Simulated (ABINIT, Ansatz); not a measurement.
**Quasiparticle gap of Ca2H3Br (P-3m1) in ABINIT**

Wanted: ground state, empty states, screening and self-energy for Ca2H3Br (P-3m1).

Main program and level: ABINIT 10.8.3; LDA and many-body steps on it, plane waves.

## Step 1: The system as given

The structure is trigonal, space group P-3m1 (No. 164). The conventional cell has a = 3.903 Å, b = 3.903 Å, c = 6.854 Å, α = 90.00°, β = 90.00°, γ = 120.00°. Ca has 7 H at 2.27 to 2.59 Å and 3 Br at 3.12 Å nearest. H has 4 Ca at 2.27 to 2.30 Å nearest. Nearest to H lie 6 H at 2.48 Å and 6 Ca at 2.59 Å. Nearest to Br lie 6 Ca at 3.12 Å. Farther neighbours, and contacts between anions beyond the nearest, are not listed.

Structure file:

```cif
data_structure
_symmetry_space_group_name_H-M 'P-3m1'
_symmetry_Int_Tables_number 164
_cell_length_a 3.9029
_cell_length_b 3.9029
_cell_length_c 6.8535
_cell_angle_alpha 90.000
_cell_angle_beta 90.000
_cell_angle_gamma 120.000
_cell_volume 90.41
loop_
_atom_site_label
_atom_site_type_symbol
_atom_site_symmetry_multiplicity
_atom_site_Wyckoff_symbol
_atom_site_fract_x
_atom_site_fract_y
_atom_site_fract_z
_atom_site_occupancy
Ca1 Ca 2 d 0.66667 0.33333 0.18576 1
H1 H 2 d 0.66667 0.33333 0.85048 1
H2 H 1 a 0.00000 0.00000 0.00000 1
Br1 Br 1 b 0.00000 0.00000 0.50000 1
```

The cell and positions are those that the Materials Project relaxed with its own functionals (PBE, PBE+U or r2SCAN), kept fixed.

## Step 2: Ground state

This step: ABINIT 10.8.3; DFT, LDA, plane waves, norm-conserving pseudopotentials.

The ground-state density comes first.

The input, run.abi:

```
acell 3*1.0 Angstrom
rprim 
  3.902939985722 0.000000000020 0.000000000000
  -1.951469992878 3.380045177071 0.000000000000
  0.000000000000 0.000000000000 6.853533590000
ntypat 3
znucl 20 1 35
natom 6
typat 1 1 2 2 2 3
xred 
  0.666666666667 0.333333333333 0.185756080000
  0.333333333333 0.666666666667 0.814243920000
  0.666666666667 0.333333333333 0.850475830000
  0.333333333333 0.666666666667 0.149524170000
  0.000000000000 0.000000000000 0.000000000000
  0.000000000000 0.000000000000 0.500000000000
pp_dirpath "pseudos"
pseudos "Ca.upf, H.upf, Br.upf"
ecut 31
ngkpt 6 6 4
nshiftk 1
shiftk 0 0 0
kptopt 1
chksymbreak 0
nband 22
occopt 1
tolvrs 1e-10
nstep 60
prtwf 0
optforces 0
optstress 0
indata_prefix "in"
outdata_prefix "out"
tmpdata_prefix "tmp"
```

Run with:

```console
> OMP_NUM_THREADS=1 mpirun -n 4 abinit run.abi > log
```

Log:

```text
.Version 10.8.3 of ABINIT. v10.8.2 released Aug 2026.

 Symmetries : space group P-3 m 1 (#164); Bravais hP (primitive hexag.)
================================================================================
 Values of the parameters that define the memory need of the present run
     intxc =       0    ionmov =       0      iscf =       7    lmnmax =       6
     lnmax =       6     mgfft =      72  mpssoang =       3    mqgrid =    3247
     natom =       6  nloc_mem =       1    nspden =       1   nspinor =       1
    nsppol =       1      nsym =      12    n1xccc =    2501    ntypat =       3
    occopt =       1   xclevel =       1
-    mband =          22        mffmem =           1         mkmem =           6
       mpw =        5042          nfft =      115200          nkpt =          24
================================================================================
  Rough estimation (10% accuracy) of disk space for files :
================================================================================

--------------------------------------------------------------------------------
------------- Echo of variables that govern the present computation ------------
--------------------------------------------------------------------------------
 -outvars: echo values of preprocessed input variables --------
            acell      1.8897261259E+00  1.8897261259E+00  1.8897261259E+00 Bohr

      chksymbreak           0
             ecut      3.10000000E+01 Hartree
-          fftalg         312

              ixc       -1012
              kpt      0.00000000E+00  0.00000000E+00  0.00000000E+00
                       1.66666667E-01  0.00000000E+00  0.00000000E+00
                       3.33333333E-01  0.00000000E+00  0.00000000E+00
                       5.00000000E-01  0.00000000E+00  0.00000000E+00
                       1.66666667E-01  1.66666667E-01  0.00000000E+00
                       3.33333333E-01  1.66666667E-01  0.00000000E+00
                       3.33333333E-01  3.33333333E-01  0.00000000E+00
                       0.00000000E+00  0.00000000E+00  2.50000000E-01
                       1.66666667E-01  0.00000000E+00  2.50000000E-01
   [... 13 further rows ...]
                       3.33333333E-01  1.66666667E-01  5.00000000E-01
                       3.33333333E-01  3.33333333E-01  5.00000000E-01
         kptrlatt        6    0    0      0    6    0      0    0    4
          kptrlen      4.42529260E+01
P           mkmem           6
            natom           6
            nband          22
            ngfft          40      40      72
             nkpt          24
            nstep          60
             nsym          12
           ntypat           3
              occ      2.000000  2.000000  2.000000  2.000000  2.000000  2.000000
                       2.000000  2.000000  2.000000  2.000000  2.000000  2.000000
                       2.000000  2.000000  2.000000  0.000000  0.000000  0.000000
                       0.000000  0.000000  0.000000  0.000000
        optforces           0
        optstress           0
            prtwf           0
            rprim      3.9029399857E+00  2.0000000000E-11  0.0000000000E+00
[...]
spgroup         164

           tolvrs      1.00000000E-10

             xred      6.6666666667E-01  3.3333333333E-01  1.8575608000E-01
[...]
znucl       20.00000    1.00000   35.00000

================================================================================

 chkinp: Checking input parameters for consistency.

================================================================================
== DATASET  1 ==================================================================
-   mpi_nproc: 4, omp_nthreads: 1 (-1 if OMP is not activated)

--- !DatasetInfo
iteration_state: {dtset: 1, }
dimensions: {natom: 6, nkpt: 24, mband: 22, nsppol: 1, nspinor: 1, nspden: 1, mpw: 5042, }
cutoff_energies: {ecut:  31.0, pawecutdg:  -1.0, }
electrons: {nelect:   3.00000000E+01, charge:   0.00000000E+00, occopt:   1.00000000E+00, tsmear:   1.00000000E-02, }

 Real(R)+Recip(G) space primitive vectors, cartesian coordinates (Bohr,Bohr^-1):
 R(1)=  7.3754877  0.0000000  0.0000000  G(1)=  0.1355843  0.0782796  0.0000000
 R(2)= -3.6877438  6.3873597  0.0000000  G(2)=  0.0000000  0.1565592  0.0000000
 R(3)=  0.0000000  0.0000000 12.9513015  G(3)=  0.0000000  0.0000000  0.0772123
 Unit cell volume ucvol=  6.1013442E+02 bohr^3
 Angles (23,13,12)=  9.00000000E+01  9.00000000E+01  1.20000000E+02 degrees

 getcut: wavevector=  0.0000  0.0000  0.0000  ngfft=  40  40  72
         ecut(hartree)=     31.000   => boxcut(ratio)=   2.16383

--- Pseudopotential description ------------------------------------------------
- Ca Generated using ONCVPSP code by D. R. Hamann
- 20.00000  10.00000  180309                  znucl, zion, pspdat
12 -1012 2 -1 1724                            pspcod,pspxc,lmax,lloc,mmax
     nproj     2     2     2
  pspatm : epsatm=   12.51424511
         --- l  ekb(1:nproj) -->
[...]
pspatm: atomic psp has been read  and splines computed

- H Generated using ONCVPSP code by D. R. Hamann
-  1.00000   1.00000  180309                  znucl, zion, pspdat
12 -1012 1 -1 1180                            pspcod,pspxc,lmax,lloc,mmax
     nproj     2     1     0
  pspatm : epsatm=    0.35439867
         --- l  ekb(1:nproj) -->
[...]
1   -0.275071
 pspatm: atomic psp has been read  and splines computed

- Br Generated using ONCVPSP code by D. R. Hamann
- 35.00000   7.00000  180309                  znucl, zion, pspdat
12 -1012 2 -1 1084                            pspcod,pspxc,lmax,lloc,mmax
     nproj     2     2     2
  pspatm : epsatm=   10.24179696
         --- l  ekb(1:nproj) -->
[...]
pspatm: atomic psp has been read  and splines computed

   1.09000450E+03                                ecore*ucvol(ha*bohr**3)
--------------------------------------------------------------------------------

_setup2: Arith. and geom. avg. npw (full set) are    5031.188    5031.182

================================================================================

--- !BeginCycle
iteration_state: {dtset: 1, }
solver: {iscf: 7, nstep: 60, nline: 4, wfoptalg: 0, }
tolerances: {tolvrs: 1.00E-10, }

     iter   Etot(hartree)      deltaE(h)  residm     vres2
 ETOT  1  -94.977694    -9.498E+01 6.052E-02 1.152E+03
 ETOT  2  -95.069689    -9.200E-02 1.183E-02 2.616E+02
 ETOT  3  -95.075664    -5.975E-03 3.866E-03 7.421E+01
 ETOT  4  -95.077688    -2.024E-03 4.347E-03 1.881E+00
 ETOT  5  -95.077760    -7.176E-05 2.247E-03 7.365E-02
 ETOT  6  -95.077764    -4.293E-06 2.029E-03 4.360E-03
 ETOT  7  -95.077765    -5.991E-07 1.830E-03 9.870E-05
 ETOT  8  -95.077765    -1.942E-08 1.380E-03 6.386E-06
 ETOT  9  -95.077765    -8.295E-10 1.066E-03 3.300E-07
 ETOT 10  -95.077765    -7.581E-11 8.981E-04 6.199E-09
 ETOT 11  -95.077765    -6.537E-12 5.163E-04 6.950E-10
 ETOT 12  -95.077765    -3.368E-12 5.001E-04 1.079E-10
 ETOT 13  -95.077765     2.075E-12 2.772E-04 6.024E-13

 At SCF step   13       vres2   =  6.02E-13 < tolvrs=  1.00E-10 =>converged.

--- !ResultsGS
iteration_state: {dtset: 1, }
comment   : Summary of ground state results
lattice_vectors:
- [  7.3754877,   0.0000000,   0.0000000, ]
- [ -3.6877438,   6.3873597,   0.0000000, ]
- [  0.0000000,   0.0000000,  12.9513015, ]
lattice_lengths: [   7.37549,    7.37549,   12.95130, ]
lattice_angles: [ 90.000,  90.000, 120.000, ] # degrees, (23, 13, 12)
lattice_volume:   6.1013442E+02
convergence: {deltae:  2.075E-12, res2:  6.024E-13, residm:  2.772E-04, diffor:  0.000E+00, }
etotal    :  -9.50777648E+01
entropy   :   0.00000000E+00
fermie    :   2.07899863E-01
cartesian_stress_tensor: null
pressure_GPa: null
xred      :
- [  6.6667E-01,   3.3333E-01,   1.8576E-01, Ca]
- [  3.3333E-01,   6.6667E-01,   8.1424E-01, Ca]
- [  6.6667E-01,   3.3333E-01,   8.5048E-01,  H]
- [  3.3333E-01,   6.6667E-01,   1.4952E-01,  H]
- [  0.0000E+00,   0.0000E+00,   0.0000E+00,  H]
- [  0.0000E+00,   0.0000E+00,   5.0000E-01, Br]
cartesian_forces: null
force_length_stats: {min: null, max: null, mean: null, }

 Integrated electronic density in atomic spheres:
 ------------------------------------------------
 Atom  Sphere_radius  Integrated_density
[...]
================================================================================

 ----iterations are completed or convergence reached----

 Mean square residual over all n,k,spin=   54.134E-07; max=  27.722E-05
 reduced coordinates (array xred) for    6 atoms
[...]
0.333333      0.666667      0.814244
       0.666667      0.333333      0.850476
       0.333333      0.666667      0.149524
       0.000000      0.000000      0.000000
       0.000000      0.000000      0.500000
 rms dE/dt=  0.0000E+00; max dE/dt=  0.0000E+00; dE/dt below (all hartree)
    1       0.000000      0.000000      0.000000
    2       0.000000      0.000000      0.000000
    3       0.000000      0.000000      0.000000
    4       0.000000      0.000000      0.000000
    5       0.000000      0.000000      0.000000
    6       0.000000      0.000000      0.000000

 cartesian coordinates (angstrom) at end:
    1      1.951470     1.126682     1.273086
    2     -1.133e-11     2.253363     5.580448
    3      1.951470     1.126682     5.828765
    4     -1.133e-11     2.253363     1.024769
    5      0.000000     0.000000     0.000000
    6      0.000000     0.000000     3.426767
 length scales=  1.889726  1.889726  1.889726 bohr
              =  1.000000  1.000000  1.000000 angstroms
 prteigrs : about to open file out_EIG
 Fermi (or HOMO) energy (hartree) =   0.20790   Average Vxc (hartree)=  -0.35671
 Eigenvalues (hartree) for nkpt=  24  k points:
 kpt#   1, nband= 22, wtk=  0.00694, kpt=  0.0000  0.0000  0.0000 (reduced coord)
  -1.30022   -1.29855   -0.61923   -0.60914   -0.60888   -0.60888   -0.60667   -0.60667
  -0.41654   -0.03484   -0.02249    0.06291    0.06291    0.09382    0.19779    0.28001
   0.28001    0.28244    0.28398    0.28398    0.32401    0.32518
 prteigrs : prtvol=0 or 1, do not print more k-points.

--- !EnergyTerms
iteration_state     : {dtset: 1, }
comment             : Components of total free energy in Hartree
kinetic             :  3.257081E+01
hartree             :  1.886767E+01
xc                  : -2.080250E+01
Ewald energy        : -6.330860E+01
psp_core            :  1.786499E+00
local_psp           : -7.249862E+01
non_local_psp       :  8.306978E+00
total_energy        : -9.507776E+01
total_energy_eV     : -2.587198E+03
band_energy         : -1.283522E+01

== END DATASET(S) ==============================================================
================================================================================

 -outvars: echo values of variables after computation  --------
           etotal     -9.5077764798E+01
            nband          22
             nkpt          24
          spgroup         164
 [... the other variables as echoed above ...]

 Calculation completed.
```

Run time: 37 s. Hardware: 4 MPI ranks of Arm Neoverse V1, shared host; peak memory 0.38 GiB; 2.5 min of CPU time.

Read from the output:

```yaml
total_energy: -2587.1978 eV
gap: 1.235 eV
k_of_the_valence_top: 0, 0, 0.5
k_of_the_conduction_bottom: 0.1667, 0.1667, 0.5
least_direct_gap: 1.517 eV
```

The gap is indirect, with the least direct gap 0.28 eV higher.

## Step 3: Empty states on the mesh, 3×3×2 mesh, 63 bands

The sums over transitions need many empty states on a uniform mesh; this step solves for them.

run.abi: that of step 2 with these lines changed.

```diff
@@ -19,3 +19,3 @@
 ecut 31
-ngkpt 6 6 4
+ngkpt 3 3 2
 nshiftk 1
@@ -24,9 +24,10 @@
 chksymbreak 0
-nband 22
-occopt 1
-tolvrs 1e-10
+iscf -2
+irdden 1
+istwfk *1
+nband 63
+nbdbuf 4
+tolwfr 1e-09
 nstep 60
-prtwf 0
-optforces 0
-optstress 0
+prtvol 0
 indata_prefix "in"
```

Log:

```text
.Version 10.8.3 of ABINIT. v10.8.2 released Aug 2026.

 Symmetries : space group P-3 m 1 (#164); Bravais hP (primitive hexag.)
[... echo of the input left out ...]
== DATASET  1 ==================================================================
-   mpi_nproc: 4, omp_nthreads: 1 (-1 if OMP is not activated)

--- !DatasetInfo
iteration_state: {dtset: 1, }
dimensions: {natom: 6, nkpt: 6, mband: 63, nsppol: 1, nspinor: 1, nspden: 1, mpw: 5073, }
cutoff_energies: {ecut:  31.0, pawecutdg:  -1.0, }
electrons: {nelect:   3.00000000E+01, charge:   0.00000000E+00, occopt:   1.00000000E+00, tsmear:   1.00000000E-02, }

 Real(R)+Recip(G) space primitive vectors, cartesian coordinates (Bohr,Bohr^-1):
 R(1)=  7.3754877  0.0000000  0.0000000  G(1)=  0.1355843  0.0782796  0.0000000
 R(2)= -3.6877438  6.3873597  0.0000000  G(2)=  0.0000000  0.1565592  0.0000000
 R(3)=  0.0000000  0.0000000 12.9513015  G(3)=  0.0000000  0.0000000  0.0772123
 Unit cell volume ucvol=  6.1013442E+02 bohr^3
 Angles (23,13,12)=  9.00000000E+01  9.00000000E+01  1.20000000E+02 degrees

 getcut: wavevector=  0.0000  0.0000  0.0000  ngfft=  40  40  72
         ecut(hartree)=     31.000   => boxcut(ratio)=   2.16383

--- Pseudopotential description ------------------------------------------------
- Ca Generated using ONCVPSP code by D. R. Hamann
- 20.00000  10.00000  180309                  znucl, zion, pspdat
12 -1012 2 -1 1724                            pspcod,pspxc,lmax,lloc,mmax
     nproj     2     2     2
  pspatm : epsatm=   12.51424511
         --- l  ekb(1:nproj) -->
             0   10.026170    0.975458
             1    2.942990    0.445396
             2   -3.490458   -1.115963
 pspatm: atomic psp has been read  and splines computed

- H Generated using ONCVPSP code by D. R. Hamann
-  1.00000   1.00000  180309                  znucl, zion, pspdat
12 -1012 1 -1 1180                            pspcod,pspxc,lmax,lloc,mmax
     nproj     2     1     0
  pspatm : epsatm=    0.35439867
         --- l  ekb(1:nproj) -->
[...]
1   -0.275071
 pspatm: atomic psp has been read  and splines computed

- Br Generated using ONCVPSP code by D. R. Hamann
- 35.00000   7.00000  180309                  znucl, zion, pspdat
12 -1012 2 -1 1084                            pspcod,pspxc,lmax,lloc,mmax
     nproj     2     2     2
  pspatm : epsatm=   10.24179696
         --- l  ekb(1:nproj) -->
[...]
pspatm: atomic psp has been read  and splines computed

--------------------------------------------------------------------------------

================================================================================
 prteigrs : about to open file out_EIG
 Non-SCF case, kpt    1 (  0.00000  0.00000  0.00000), residuals and eigenvalues=
  7.15E-10  1.78E-10  1.76E-10  2.78E-10  1.67E-10  9.80E-10  2.64E-10  5.09E-10
  2.00E-10  3.22E-10  9.50E-10  1.16E-10  2.28E-10  6.77E-10  9.08E-10  8.98E-11
  1.53E-10  7.24E-10  1.01E-10  2.30E-10  5.64E-10  4.39E-10  9.26E-10  5.22E-10
[...]
8.45E-10  4.13E-10  5.52E-10  6.20E-09  3.81E-08  1.15E-04  2.26E-04
 -1.3002E+00 -1.2985E+00 -6.1923E-01 -6.0914E-01 -6.0888E-01 -6.0888E-01
 -6.0667E-01 -6.0667E-01 -4.1654E-01 -3.4835E-02 -2.2494E-02  6.2907E-02
  6.2907E-02  9.3820E-02  1.9779E-01  2.8001E-01  2.8001E-01  2.8244E-01
[...]
9.6981E-01  9.8964E-01  9.8964E-01  1.0046E+00  1.0046E+00  1.0152E+00
  1.1479E+00  1.1955E+00  1.1955E+00  1.2258E+00  1.2258E+00  1.2585E+00
[...]
prteigrs : prtvol=0 or 1, do not print more k-points.

--- !ResultsGS
iteration_state: {dtset: 1, }
comment   : Summary of ground state results
lattice_vectors:
- [  7.3754877,   0.0000000,   0.0000000, ]
- [ -3.6877438,   6.3873597,   0.0000000, ]
- [  0.0000000,   0.0000000,  12.9513015, ]
lattice_lengths: [   7.37549,    7.37549,   12.95130, ]
lattice_angles: [ 90.000,  90.000, 120.000, ] # degrees, (23, 13, 12)
lattice_volume:   6.1013442E+02
convergence: {deltae:  0.000E+00, res2:  0.000E+00, residm:  9.960E-10, diffor:  0.000E+00, }
etotal    :  -9.50777648E+01
entropy   :   0.00000000E+00
fermie    :   2.07899863E-01
cartesian_stress_tensor: null
pressure_GPa: null
xred      :
- [  6.6667E-01,   3.3333E-01,   1.8576E-01, Ca]
- [  3.3333E-01,   6.6667E-01,   8.1424E-01, Ca]
- [  6.6667E-01,   3.3333E-01,   8.5048E-01,  H]
- [  3.3333E-01,   6.6667E-01,   1.4952E-01,  H]
- [  0.0000E+00,   0.0000E+00,   0.0000E+00,  H]
- [  0.0000E+00,   0.0000E+00,   5.0000E-01, Br]
cartesian_forces: null
force_length_stats: {min: null, max: null, mean: null, }

 Integrated electronic density in atomic spheres:
 ------------------------------------------------
 Atom  Sphere_radius  Integrated_density
[...]
================================================================================

 ----iterations are completed or convergence reached----

 Mean square residual over all n,k,spin=   52.442E-11; max=  99.599E-11
 reduced coordinates (array xred) for    6 atoms
[...]
0.000000      0.000000      0.000000
       0.000000      0.000000      0.500000

 cartesian coordinates (angstrom) at end:
    1      1.951470     1.126682     1.273086
    2     -1.133e-11     2.253363     5.580448
    3      1.951470     1.126682     5.828765
    4     -1.133e-11     2.253363     1.024769
    5      0.000000     0.000000     0.000000
    6      0.000000     0.000000     3.426767
 length scales=  1.889726  1.889726  1.889726 bohr
              =  1.000000  1.000000  1.000000 angstroms
 prteigrs : about to open file out_EIG
 Eigenvalues (hartree) for nkpt=   6  k points:
 kpt#   1, nband= 63, wtk=  0.05556, kpt=  0.0000  0.0000  0.0000 (reduced coord)
[...]
0.74033    0.85184    0.85184    0.88041    0.88869    0.90085    0.90085    0.95784
   0.96981    0.98964    0.98964    1.00461    1.00461    1.01524    1.14792    1.19552
   1.19552    1.22583    1.22583    1.25855    1.27263    1.34581    1.35582
 prteigrs : prtvol=0 or 1, do not print more k-points.

== END DATASET(S) ==============================================================
================================================================================

 -outvars: echo values of variables after computation  --------
            nband          63
             nkpt           6
          spgroup         164
 [... the other variables as echoed above ...]

 Calculation completed.
```

Run time: 22 s. Hardware: 4 MPI ranks; peak memory 0.32 GiB; 87 s of CPU time.

Numbers from this step:

- gap: 1.394 eV
- k of the valence top: 0, 0, 0.5
- k of the conduction bottom: 0.3333, 0, 0.5
- least direct gap: 1.517 eV
- k points computed: 6
- lowest point of the top converged band, above the valence top: 24.81 eV

On this mesh the gap is 1.394 eV. The earlier step found 1.235 eV, so this mesh misses an edge.

[end of part 1 of 2]

[Long decimals in the printed logs are rounded to 6 places.]

[Logs are printed without paths, hosts, clocks, repeated set-up lines and the standing remarks that a program may print on its own settings, such as how far it seeks lower states.]

[Paths, hosts, dates, memory and timing lines, banners, echoed tables and standing remarks are left out of the program output; an Ansatz launch command may be rebuilt from the run's recorded settings. Measured values are a selection of at most five: reports struck by readers or far from the other reports are left out. None is set beside runs whose start may be inverted or whose files or cutoffs have a known fault.]

[Runs of the session that timed out or met a known fault of the program may be left out.]

[Hosts, paths, dates, database ids (printed as entryN), source tags and the programs' standing remarks are cut or masked in the printed files.]

[G0W0 gaps are taken among the corrected bands and points alone; a level outside them can change the order at an edge.]

[Where Ansatz stands beside ABINIT at settings called matched, ABINIT's density can come from a denser mesh and the files from another edition; pairs whose starting gaps differed by over 0.03 eV were left out, so agreement reads better than it is.]
